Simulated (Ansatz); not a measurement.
Consider CsH (rocksalt (001) film, 3 layers).

The cell holds 6 atoms: 3 Cs and 3 H. Its edges and angles: a = 4.509 Å, b = 4.509 Å, c = 35.300 Å, α = 90.0°, β = 90.0°, γ = 90.0°. It derives from CsH. Vacuum lies along c.

```xyz
6
Lattice="4.5085 0.0000 0.0000 0.0000 4.5085 0.0000 0.0000 0.0000 35.3000" Properties=species:S:1:pos:R:3
Cs    0.0000    0.0000   14.6325
H     2.2543    2.2543   14.6700
Cs    2.2543    2.2543   17.6500
H     0.0000    0.0000   17.6500
Cs    0.0000    0.0000   20.6675
H     2.2543    2.2543   20.6300
```

The structure was relaxed with LDA (ions only). The runs that relaxed it are not among those shown. Spin-orbit coupling is left out unless a run names it.

Gaps computed with Ansatz 0.2.0 without a self-energy: LDA 2.13 eV and HSE06 3.20 eV.

**Question.** Estimate the G0W0@LDA gap with 4×4×1 mesh, 853 empty bands, screening to 65 eV, PAW set soft_1 files.

About 4.49 eV: on its mesh the run moves the gap from 2.13 eV by +2.35 eV. A band edge moves to another state on the way. Among the scalar-relativistic levels given, HSE06 is nearest (−1.29 eV). Bands and cutoff are finite, so the gap is not at the basis limit. The miss can reach some tenths of an eV and take either sign; the mesh is an error of its own. In a film the band edges may be surface states, so its gap need not approach the bulk's. At these cutoffs the gaps of films stand short of the band limit, often by tenths of an eV, while the trend with thickness is less touched. The mesh in the plane is coarse for a sheet; gap and any exciton binding can still move on denser ones. The many-body steps are scalar-relativistic: spin-orbit coupling is not in them.

[Paths, hosts, dates, memory and timing lines, banners, echoed tables and standing remarks are left out of the program output.]

[Logs are printed without paths, hosts, clocks, repeated set-up lines and the standing remarks that a program may print on its own settings, such as how far it seeks lower states.]

[Runs of the session that timed out or met a known fault of the program may be left out.]

[Cells called generated may have been cut or substituted from an entry of the Crystallography Open Database or the Materials Project.]

[Hosts, paths, dates, database ids (printed as entryN), source tags and the programs' standing remarks are cut or masked in the printed files.]
